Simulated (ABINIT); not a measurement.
# Calculated records

### Quasiparticle gap of LiHS (Ama2) in ABINIT

It takes space group Ama2 (No. 40, orthorhombic). Conventional cell: a = 6.157 Å, b = 5.618 Å, c = 5.515 Å, α = 90.00°, β = 90.00°, γ = 90.00°. Li has 4 S at 2.49 to 2.51 Å nearest. H has 1 S at 1.35 Å nearest. Nearest to S lie 1 H at 1.35 Å and 4 Li at 2.49 to 2.51 Å. Farther neighbours, and contacts between anions beyond the nearest, are not listed.

```xyz
6
Lattice="6.1569 0.0000 0.0000 0.0000 2.8092 2.7574 0.0000 -2.8092 2.7574" Properties=species:S:1:pos:R:3 pbc="T T T"
Li    3.0784    0.0000    2.7665
Li    0.0000    0.0000    2.7665
H     1.5392   -2.3889    3.0788
H     4.6177    2.3889    3.0788
S     4.6177    1.4704    4.0647
S     1.5392   -1.4704    4.0647
```

```
method               : RPA screening on PBEsol, plane waves, norm-conserving pseudopotentials (and 2 further levels or steps)
program              : ABINIT 10.8.3
settings             : cutoff 33 Ha, PseudoDojo scalar-relativistic 0.4.1 standard, norm-conserving, ngkpt (2, 2, 2), nband 73, ecuteps 3.9 Ha, inclvkb 2, shiftk (0, 0, 0), symchi 1, awtr 1, frequency ppm, 2×2×2 k-mesh
cost                 : 5 runs, 64 s in all on 8 MPI ranks of Arm Neoverse V1, shared host
notes                : The program’s warnings: nproc spkpt=  >= nkpt= * nsppol=. The cell and positions come from the Crystallography Open Database and are kept as given unless a step says otherwise. The 2×2×2 mesh is coarse for this cell, which bears on the long-range parts of exchange and screening.
PBEsol gap           : 3.33 eV, direct
G0W0 gap on the mesh : 5.47 eV
GW settings          : 2×2×2 mesh, 73 bands, screening to 106.1 eV, Godby-Needs plasmon pole
known limits         : short of the basis limit; coarse k mesh
```

G0W0 moves the gap on the mesh from 3.33 eV to 5.47 eV (+2.14 eV), with Z of 0.80 and 0.83 at the edges. Local fields lower the RPA ε∞ on this mesh from 4.62 to 3.73; a Γ-centred mesh this coarse tends to raise both, most where the direct gap is narrow, while a short band sum lowers them.

[Long decimals in the printed logs are rounded to 6 places.]

[Logs are printed without paths, hosts, clocks, repeated set-up lines and the standing remarks that a program may print on its own settings, such as how far it seeks lower states.]

[Paths, hosts, dates, memory and timing lines, banners, echoed tables and standing remarks are left out of the program output; an Ansatz launch command may be rebuilt from the run's recorded settings. Measured values are a selection of at most five: reports struck by readers or far from the other reports are left out. None is set beside runs whose start may be inverted or whose files or cutoffs have a known fault.]

[Runs of the session that timed out or met a known fault of the program may be left out.]

[Hosts, paths, dates, database ids (printed as entryN), source tags and the programs' standing remarks are cut or masked in the printed files.]

[G0W0 gaps are taken among the corrected bands and points alone; a level outside them can change the order at an edge.]

[Where Ansatz stands beside ABINIT at settings called matched, ABINIT's density can come from a denser mesh and the files from another edition; pairs whose starting gaps differed by over 0.03 eV were left out, so agreement reads better than it is.]
